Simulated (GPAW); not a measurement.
**Settings that the conductance of an In chain with a Cl atom on top of one atom needs**

Aim: the cheapest settings that leave the conductance of an In chain with a Cl atom on top of one atom unchanged.

Main program and level: GPAW 26.7.0; GPAW LCAO, PAW setups; Landauer transmission from Green's functions with principal layers (ASE), zero bias.

Most raw output is cut from this account.

## (1) Starting point

The cell holds 12 atoms: 11 In and 1 Cl. Its edges and angles: a = 9.000 Å, b = 9.000 Å, c = 32.450 Å, α = 90.0°, β = 90.0°, γ = 90.0°. Regions: left lead, 5 atoms (5 In); channel, 2 atoms (1 In and 1 Cl); right lead, 5 atoms (5 In). Vacuum lies along a and b. The structure is stacked along c, and the current runs across the ab planes.

Structure file:

```cif
data_structure
_symmetry_space_group_name_H-M 'P 1'
_symmetry_Int_Tables_number 1
_cell_length_a 9.0000
_cell_length_b 9.0000
_cell_length_c 32.4500
_cell_angle_alpha 90.000
_cell_angle_beta 90.000
_cell_angle_gamma 90.000
_cell_volume 2628.45
loop_
_atom_site_label
_atom_site_type_symbol
_atom_site_fract_x
_atom_site_fract_y
_atom_site_fract_z
_atom_site_occupancy
In1 In 0.50000 0.50000 0.04545 1
In2 In 0.50000 0.50000 0.13636 1
In3 In 0.50000 0.50000 0.22727 1
In4 In 0.50000 0.50000 0.31818 1
In5 In 0.50000 0.50000 0.40909 1
In6 In 0.50000 0.50000 0.50000 1
Cl7 Cl 0.74676 0.50000 0.50000 1
In8 In 0.50000 0.50000 0.59091 1
In9 In 0.50000 0.50000 0.68182 1
In10 In 0.50000 0.50000 0.77273 1
In11 In 0.50000 0.50000 0.86364 1
In12 In 0.50000 0.50000 0.95455 1
```

## (2) Base settings

All settings start at ordinary values; they are then varied in turn, with meshes following the cell where its length changes.

File run.py:

```python
import json
import numpy as np
from ase import Atoms
from ase.transport.calculators import TransportCalculator
from gpaw import GPAW, FermiDirac
from gpaw.lcao.tools import get_lcao_hamiltonian
from scipy.linalg import eigh

# The junction with lead layers at both ends, along the third cell vector
device = Atoms(
    ['In', 'In', 'In', 'In', 'In', 'In', 'Cl', 'In', 'In', 'In', 'In', 'In'],
    positions=[
        [4.50000, 4.50000, 1.47500],
        [4.50000, 4.50000, 4.42500],
        [4.50000, 4.50000, 7.37500],
        [4.50000, 4.50000, 10.32500],
        [4.50000, 4.50000, 13.27500],
        [4.50000, 4.50000, 16.22500],
        [6.72080, 4.50000, 16.22500],
        [4.50000, 4.50000, 19.17500],
        [4.50000, 4.50000, 22.12500],
        [4.50000, 4.50000, 25.07500],
        [4.50000, 4.50000, 28.02500],
        [4.50000, 4.50000, 30.97500]],
    cell=[[9.0, 0.0, 0.0], [0.0, 9.0, 0.0], [0.0, 0.0, 32.45]],
    pbc=True)

# One principal layer of the lead: the first 3 atoms of the device
lead = Atoms(
    ['In', 'In', 'In'],
    positions=[
        [4.50000, 4.50000, 1.47500],
        [4.50000, 4.50000, 4.42500],
        [4.50000, 4.50000, 7.37500]],
    cell=[[9.0, 0.0, 0.0], [0.0, 9.0, 0.0], [0.0, 0.0, 8.85]],
    pbc=True)

settings = dict(mode='lcao', basis='szp(dzp)', xc='LDA', h=0.2,
                occupations=FermiDirac(0.1), maxiter=250,
                mixer=dict(beta=0.1, nmaxold=8, weight=100.0),
                convergence=dict(density=0.0001))
energies = np.arange(-3, 3 + 1e-9, 0.075)
eta = 0.0001
n1, n2 = 1, 1
# k and -k transmit alike, so half of the mesh across the current serves
mesh = [(i, j) for i in range(n1) for j in range(n2) if (i, j) <= (-i % n1, -j % n2)]
weights = np.array([1 if (i, j) == (-i % n1, -j % n2) else 2 for i, j in mesh]) / (n1 * n2)

# [... helper functions left out ...]
fermi_lead = ground_state(lead, (1, 1, 13), 'lead.txt')
fermi_device = ground_state(device, (1, 1, 3), 'device.txt')
# [... loop over the mesh left out, but for ...]
        # Shift the lead onto the potential of the device's first layer
        shift = ((H[:, 0, 0] - H0[:, 0, 0]) / S0[0, 0]).real.mean()
# [...]
kT = 8.617333e-5 * 300
bias = [0.1, 0.2, 0.5, 1.0, 1.5, 2.0]
# [... integrals and printing left out ...]
```

The run is started by

```bash
$ OMP_NUM_THREADS=1 OPENBLAS_NUM_THREADS=2 python run.py
```

The job ended after 25 s (2 threads of Arm Neoverse V2, shared host; peak memory 1.1 GiB).

This step gave:

* conductance: 1.602 G₀
* largest coupling past the next principal layer: 1.87e-6 eV
* largest misfit of the first principal layer: 0.02956 eV
* shift that aligns the lead: -3.31e-4 eV
* basis functions of the junction: 163
* basis functions of a principal layer: 42
* transmission at the Fermi level (one spin): 1.629

One spin. Transmission, zone mean against energy, zero at the Fermi level:

energy (eV), transmission, zone mean and a bar:
```
    -3.00       0.54 ########
    -2.77       0.39 ######
    -2.55       0.31 #####
    -2.40       0.23 ###
    -2.17       0.00 
    -1.95       0.00 
    -1.73       0.00 
    -1.57       0.00 
    -1.35       0.00 
    -1.12       0.84 ############
    -0.90       0.96 ##############
    -0.75       0.97 ##############
    -0.53       0.98 ##############
    -0.30       0.99 ##############
    -0.07       1.54 ######################
     0.00       1.63 ########################
     0.07       1.63 ########################
     0.30       1.58 #######################
     0.53       1.62 ########################
     0.75       1.72 #########################
     0.90       1.78 ##########################
     1.12       1.86 ###########################
     1.35       1.92 ############################
     1.57       1.96 #############################
     1.73       1.98 #############################
     1.95       2.01 #############################
     2.17       2.04 ##############################
     2.40       2.06 ##############################
     2.55       2.06 ##############################
     2.77       2.06 ##############################
     3.00       2.05 ##############################
```

Not self-consistent under bias; the bias window is split evenly. Current through one cell, from the zero-bias transmission against bias:

```csv
bias (V),"current through one cell, from the zero-bias transmission (μA)"
0.100,12.4
0.200,24.3
0.500,56.4
1.000,106
1.500,158
2.000,210
```

Couplings past the next layer reach 1.9e-6 eV, small enough to drop; the matrix elements of the cell's first layer differ from the bulk lead's by up to 0.030 eV. That layer keeps its own values in the calculation, and only beyond it is the lead taken as perfect. The Fermi levels of lead and junction count from different zeros of potential, one for each periodic cell; with both set to zero, the small remaining shift is what aligns them. By hand: G = 1.602 × 77.48 μS = 124 μS, a resistance of 8.05 kΩ; at 0.1 V a linear junction would pass 12.4 μA, and the integral over the bias window gives 12.4 μA.

## (3) Varying the lead periods between scatterer and principal layer, 8 atoms: buffer = 0

Lead periods next to the scatterer let its potential die away before the semi-infinite lead is joined.

System of this step: In chain with a Cl atom on top of one atom. The cell holds 8 atoms: 7 In and 1 Cl. Cell: a = 9.000 Å, b = 9.000 Å, c = 20.650 Å, α = 90.0°, β = 90.0°, γ = 90.0°. Regions: left lead, 3 atoms (3 In); channel, 2 atoms (1 In and 1 Cl); right lead, 3 atoms (3 In). Vacuum lies along a and b. The structure is stacked along c, and the current runs across the ab planes.

Changes to run.py since step 2:

```diff
@@ -10,3 +10,3 @@
 device = Atoms(
-    ['In', 'In', 'In', 'In', 'In', 'In', 'Cl', 'In', 'In', 'In', 'In', 'In'],
+    ['In', 'In', 'In', 'In', 'Cl', 'In', 'In', 'In'],
     positions=[
@@ -16,11 +16,7 @@
         [4.50000, 4.50000, 10.32500],
+        [6.72080, 4.50000, 10.32500],
         [4.50000, 4.50000, 13.27500],
         [4.50000, 4.50000, 16.22500],
-        [6.72080, 4.50000, 16.22500],
-        [4.50000, 4.50000, 19.17500],
-        [4.50000, 4.50000, 22.12500],
-        [4.50000, 4.50000, 25.07500],
-        [4.50000, 4.50000, 28.02500],
-        [4.50000, 4.50000, 30.97500]],
-    cell=[[9.0, 0.0, 0.0], [0.0, 9.0, 0.0], [0.0, 0.0, 32.45]],
+        [4.50000, 4.50000, 19.17500]],
+    cell=[[9.0, 0.0, 0.0], [0.0, 9.0, 0.0], [0.0, 0.0, 20.65]],
     pbc=True)
@@ -50,3 +46,3 @@
 fermi_lead = ground_state(lead, (1, 1, 13), 'lead.txt')
-fermi_device = ground_state(device, (1, 1, 3), 'device.txt')
+fermi_device = ground_state(device, (1, 1, 4), 'device.txt')
 # [... loop over the mesh left out, but for ...]
```

Elapsed: 17 s, on 2 threads; peak memory 0.78 GiB.

This step gave:

```
conductance                                 : 1.578 G₀
largest misfit of the first principal layer : 0.3061 eV
shift that aligns the lead                  : 0.03125 eV
basis functions of the junction             : 107
transmission at the Fermi level (one spin)  : 1.579
```

One spin. Transmission, zone mean against energy, zero at the Fermi level:

```csv
energy (eV),"transmission, zone mean"
-3.00,0.522
-2.77,0.373
-2.55,0.311
-2.40,0.249
-2.17,1.4e-7
-1.95,1.4e-6
-1.73,9.7e-9
-1.57,7.2e-9
-1.35,3.0e-8
-1.12,0.847
-0.90,0.968
-0.75,0.981
-0.53,0.988
-0.30,0.988
-0.07,1.65
0.00,1.58
0.07,1.56
0.30,1.58
0.53,1.65
0.75,1.72
0.90,1.77
1.12,1.84
1.35,1.91
1.57,1.96
1.73,1.99
1.95,2.02
2.17,2.04
2.40,2.05
2.55,2.05
2.77,2.05
3.00,2.04
```

Not self-consistent under bias; the bias window is split evenly. Current through one cell, from the zero-bias transmission against bias:

```csv
bias (V),"current through one cell, from the zero-bias transmission (μA)"
0.100,12.2
0.200,23.9
0.500,54.8
1.000,103
1.500,155
2.000,208
```

The conductance, 1.58 G₀, lies 1.5 % below that of the base run. Couplings past the next layer reach 1.9e-6 eV, small enough to drop; the matrix elements of the cell's first layer differ from the bulk lead's by up to 0.31 eV. That layer keeps its own values in the calculation, and only beyond it is the lead taken as perfect.

## (4) Varying the lead periods between scatterer and principal layer, 10 atoms: buffer = 1

System of this step: In chain with a Cl atom on top of one atom. The cell holds 10 atoms: 9 In and 1 Cl. Its edges and angles: a = 9.000 Å, b = 9.000 Å, c = 26.550 Å, α = 90.0°, β = 90.0°, γ = 90.0°. Regions: left lead, 4 atoms (4 In); channel, 2 atoms (1 In and 1 Cl); right lead, 4 atoms (4 In). Vacuum lies along a and b. The structure is stacked along c, and the current runs across the ab planes.

Changes to run.py since step 3:

```diff
@@ -10,3 +10,3 @@
 device = Atoms(
-    ['In', 'In', 'In', 'In', 'Cl', 'In', 'In', 'In'],
+    ['In', 'In', 'In', 'In', 'In', 'Cl', 'In', 'In', 'In', 'In'],
     positions=[
@@ -16,7 +16,9 @@
         [4.50000, 4.50000, 10.32500],
-        [6.72080, 4.50000, 10.32500],
         [4.50000, 4.50000, 13.27500],
+        [6.72080, 4.50000, 13.27500],
         [4.50000, 4.50000, 16.22500],
-        [4.50000, 4.50000, 19.17500]],
-    cell=[[9.0, 0.0, 0.0], [0.0, 9.0, 0.0], [0.0, 0.0, 20.65]],
+        [4.50000, 4.50000, 19.17500],
+        [4.50000, 4.50000, 22.12500],
+        [4.50000, 4.50000, 25.07500]],
+    cell=[[9.0, 0.0, 0.0], [0.0, 9.0, 0.0], [0.0, 0.0, 26.55]],
     pbc=True)
@@ -46,3 +48,3 @@
 fermi_lead = ground_state(lead, (1, 1, 13), 'lead.txt')
-fermi_device = ground_state(device, (1, 1, 4), 'device.txt')
+fermi_device = ground_state(device, (1, 1, 3), 'device.txt')
 # [... loop over the mesh left out, but for ...]
```

Wall time 22 s (2 threads); peak memory 0.93 GiB.

This step gave:

```
conductance                                 : 1.619 G₀
largest misfit of the first principal layer : 0.04190 eV
shift that aligns the lead                  : -0.007915 eV
basis functions of the junction             : 135
transmission at the Fermi level (one spin)  : 1.652
```

One spin. The transmission, zone mean by energy, zero at the Fermi level:

```csv
energy (eV),"transmission, zone mean"
-3.00,0.548
-2.77,0.392
-2.55,0.313
-2.40,0.226
-2.17,4.9e-8
-1.95,2.0e-7
-1.73,4.8e-9
-1.57,4.4e-9
-1.35,3.6e-8
-1.12,0.840
-0.90,0.957
-0.75,0.974
-0.53,0.984
-0.30,0.986
-0.07,1.55
0.00,1.65
0.07,1.64
0.30,1.58
0.53,1.62
0.75,1.72
0.90,1.78
1.12,1.86
1.35,1.92
1.57,1.96
1.73,1.98
1.95,2.01
2.17,2.04
2.40,2.06
2.55,2.06
2.77,2.06
3.00,2.05
```

Not self-consistent under bias; the bias window is split evenly. Current through one cell, from the zero-bias transmission against bias:

```csv
bias (V),"current through one cell, from the zero-bias transmission (μA)"
0.100,12.5
0.200,24.5
0.500,56.5
1.000,106
1.500,158
2.000,210
```

The conductance, 1.62 G₀, lies 1.1 % above that of the base run. Couplings past the next layer reach 1.9e-6 eV, small enough to drop; the matrix elements of the cell's first layer differ from the bulk lead's by up to 0.042 eV. That layer keeps its own values in the calculation, and only beyond it is the lead taken as perfect.

## (5) Lead periods between scatterer and principal layer, 16 atoms: buffer = 4

System of this step: In chain with a Cl atom on top of one atom. The cell holds 16 atoms: 15 In and 1 Cl. Its edges and angles: a = 9.000 Å, b = 9.000 Å, c = 44.250 Å, α = 90.0°, β = 90.0°, γ = 90.0°. Regions: left lead, 7 atoms (7 In); channel, 2 atoms (1 In and 1 Cl); right lead, 7 atoms (7 In). Vacuum lies along a and b. The structure is stacked along c, and the current runs across the ab planes.

Changes to run.py since step 4:

```diff
@@ -10,3 +10,3 @@
 device = Atoms(
-    ['In', 'In', 'In', 'In', 'In', 'Cl', 'In', 'In', 'In', 'In'],
+    ['In', 'In', 'In', 'In', 'In', 'In', 'In', 'In', 'Cl', 'In', 'In', 'In', 'In', 'In', 'In', 'In'],
     positions=[
@@ -17,3 +17,2 @@
         [4.50000, 4.50000, 13.27500],
-        [6.72080, 4.50000, 13.27500],
         [4.50000, 4.50000, 16.22500],
@@ -21,4 +20,11 @@
         [4.50000, 4.50000, 22.12500],
-        [4.50000, 4.50000, 25.07500]],
-    cell=[[9.0, 0.0, 0.0], [0.0, 9.0, 0.0], [0.0, 0.0, 26.55]],
+        [6.72080, 4.50000, 22.12500],
+        [4.50000, 4.50000, 25.07500],
+        [4.50000, 4.50000, 28.02500],
+        [4.50000, 4.50000, 30.97500],
+        [4.50000, 4.50000, 33.92500],
+        [4.50000, 4.50000, 36.87500],
+        [4.50000, 4.50000, 39.82500],
+        [4.50000, 4.50000, 42.77500]],
+    cell=[[9.0, 0.0, 0.0], [0.0, 9.0, 0.0], [0.0, 0.0, 44.25]],
     pbc=True)
@@ -48,3 +54,3 @@
 fermi_lead = ground_state(lead, (1, 1, 13), 'lead.txt')
-fermi_device = ground_state(device, (1, 1, 3), 'device.txt')
+fermi_device = ground_state(device, (1, 1, 2), 'device.txt')
 # [... loop over the mesh left out, but for ...]
```

The job ended after 40 s (2 threads; peak memory 1.4 GiB).

The conductance, 1.59 G₀, lies 0.6 % below that of the base run. Couplings past the next layer reach 1.9e-6 eV, small enough to drop; the matrix elements of the cell's first layer differ from the bulk lead's by up to 0.010 eV. That layer keeps its own values in the calculation, and only beyond it is the lead taken as perfect.

## (6) Varying the lead periods between scatterer and principal layer, 20 atoms: buffer = 6

System of this step: In chain with a Cl atom on top of one atom. The cell holds 20 atoms: 19 In and 1 Cl. Its edges and angles: a = 9.000 Å, b = 9.000 Å, c = 56.050 Å, α = 90.0°, β = 90.0°, γ = 90.0°. Regions: left lead, 9 atoms (9 In); channel, 2 atoms (1 In and 1 Cl); right lead, 9 atoms (9 In). Vacuum lies along a and b. The structure is stacked along c, and the current runs across the ab planes.

Changes to run.py since step 5:

```diff
@@ -10,3 +10,3 @@
 device = Atoms(
-    ['In', 'In', 'In', 'In', 'In', 'In', 'In', 'In', 'Cl', 'In', 'In', 'In', 'In', 'In', 'In', 'In'],
+    ['In', 'In', 'In', 'In', 'In', 'In', 'In', 'In', 'In', 'In', 'Cl', 'In', 'In', 'In', 'In', 'In', 'In', 'In', 'In', 'In'],
     positions=[
@@ -20,5 +20,5 @@
         [4.50000, 4.50000, 22.12500],
-        [6.72080, 4.50000, 22.12500],
         [4.50000, 4.50000, 25.07500],
         [4.50000, 4.50000, 28.02500],
+        [6.72080, 4.50000, 28.02500],
         [4.50000, 4.50000, 30.97500],
@@ -27,4 +27,8 @@
         [4.50000, 4.50000, 39.82500],
-        [4.50000, 4.50000, 42.77500]],
-    cell=[[9.0, 0.0, 0.0], [0.0, 9.0, 0.0], [0.0, 0.0, 44.25]],
+        [4.50000, 4.50000, 42.77500],
+        [4.50000, 4.50000, 45.72500],
+        [4.50000, 4.50000, 48.67500],
+        [4.50000, 4.50000, 51.62500],
+        [4.50000, 4.50000, 54.57500]],
+    cell=[[9.0, 0.0, 0.0], [0.0, 9.0, 0.0], [0.0, 0.0, 56.05]],
     pbc=True)
```

Elapsed: 63 s, on 2 threads; peak memory 1.7 GiB.

The conductance, 1.61 G₀, lies 0.5 % above that of the base run. Couplings past the next layer reach 1.9e-6 eV, small enough to drop; the matrix elements of the cell's first layer differ from the bulk lead's by up to 0.0047 eV. That layer keeps its own values in the calculation, and only beyond it is the lead taken as perfect.

## (7) Convergence in the lead periods between scatterer and principal layer

The runs and the base run on one axis.

This step: convergence of the conductance (GPAW 26.7.0).

Table of conductance by lead periods between scatterer and principal layer:

```csv
lead periods between scatterer and principal layer,conductance (G₀)
0.00,1.58
1.00,1.62
2.00,1.60
4.00,1.59
6.00,1.61
```

## (8) Varying the energy step: de = 0.2

The thermal integrals interpolate T(E), so the step must resolve what lies within a few kT of the Fermi level.

This step: GPAW LCAO, PAW setups; Landauer transmission from Green's functions with principal layers (ASE), zero bias (GPAW 26.7.0).

System of this step: In chain with a Cl atom on top of one atom. The cell holds 12 atoms: 11 In and 1 Cl. Cell: a = 9.000 Å, b = 9.000 Å, c = 32.450 Å, α = 90.0°, β = 90.0°, γ = 90.0°. Regions: left lead, 5 atoms (5 In); channel, 2 atoms (1 In and 1 Cl); right lead, 5 atoms (5 In). Vacuum lies along a and b. The structure is stacked along c, and the current runs across the ab planes.

Changes to run.py since step 6:

```diff
@@ -10,3 +10,3 @@
 device = Atoms(
-    ['In', 'In', 'In', 'In', 'In', 'In', 'In', 'In', 'In', 'In', 'Cl', 'In', 'In', 'In', 'In', 'In', 'In', 'In', 'In', 'In'],
+    ['In', 'In', 'In', 'In', 'In', 'In', 'Cl', 'In', 'In', 'In', 'In', 'In'],
     positions=[
@@ -18,2 +18,3 @@
         [4.50000, 4.50000, 16.22500],
+        [6.72080, 4.50000, 16.22500],
         [4.50000, 4.50000, 19.17500],
@@ -22,13 +23,4 @@
         [4.50000, 4.50000, 28.02500],
-        [6.72080, 4.50000, 28.02500],
-        [4.50000, 4.50000, 30.97500],
-        [4.50000, 4.50000, 33.92500],
-        [4.50000, 4.50000, 36.87500],
-        [4.50000, 4.50000, 39.82500],
-        [4.50000, 4.50000, 42.77500],
-        [4.50000, 4.50000, 45.72500],
-        [4.50000, 4.50000, 48.67500],
-        [4.50000, 4.50000, 51.62500],
-        [4.50000, 4.50000, 54.57500]],
-    cell=[[9.0, 0.0, 0.0], [0.0, 9.0, 0.0], [0.0, 0.0, 56.05]],
+        [4.50000, 4.50000, 30.97500]],
+    cell=[[9.0, 0.0, 0.0], [0.0, 9.0, 0.0], [0.0, 0.0, 32.45]],
     pbc=True)
@@ -49,3 +41,3 @@
                 convergence=dict(density=0.0001))
-energies = np.arange(-3, 3 + 1e-9, 0.075)
+energies = np.arange(-3, 3 + 1e-9, 0.2)
 eta = 0.0001
@@ -58,3 +50,3 @@
 fermi_lead = ground_state(lead, (1, 1, 13), 'lead.txt')
-fermi_device = ground_state(device, (1, 1, 2), 'device.txt')
+fermi_device = ground_state(device, (1, 1, 3), 'device.txt')
 # [... loop over the mesh left out, but for ...]
```

Elapsed: 24 s, on 2 threads; peak memory 1.1 GiB.

This step gave:

| Item | Value |
| --- | --- |
| conductance | 1.558 G₀ |
| largest misfit of the first principal layer | 0.02956 eV |
| shift that aligns the lead | -3.31e-4 eV |
| basis functions of the junction | 163 |
| transmission at the Fermi level (one spin) | 1.629 |

One spin. Table of transmission, zone mean by energy, zero at the Fermi level:

```csv
energy (eV),"transmission, zone mean"
-3.00,0.539
-2.80,0.398
-2.40,0.230
-2.20,6.5e-8
-1.80,4.4e-9
-1.60,2.3e-9
-1.20,0.637
-1.00,0.932
-0.80,0.971
-0.40,0.986
-0.20,0.985
0.00,1.63
0.20,1.60
0.40,1.59
0.80,1.74
1.00,1.82
1.20,1.88
1.60,1.96
1.80,2.00
2.20,2.04
2.40,2.06
2.80,2.06
3.00,2.05
```

Not self-consistent under bias; the bias window is split evenly. The current through one cell, from the zero-bias transmission by bias:

```csv
bias (V),"current through one cell, from the zero-bias transmission (μA)"
0.100,12.0
0.200,23.4
0.500,54.8
1.000,105
1.500,156
2.000,209
```

The conductance, 1.56 G₀, lies 2.7 % below that of the base run.

[end of part 1 of 3]

[Logs are printed without paths, hosts, clocks, repeated set-up lines and the standing remarks that a program may print on its own settings, such as how far it seeks lower states.]

[Hosts, paths, dates, database ids (printed as entryN), source tags and the programs' standing remarks are cut or masked in the printed files.]
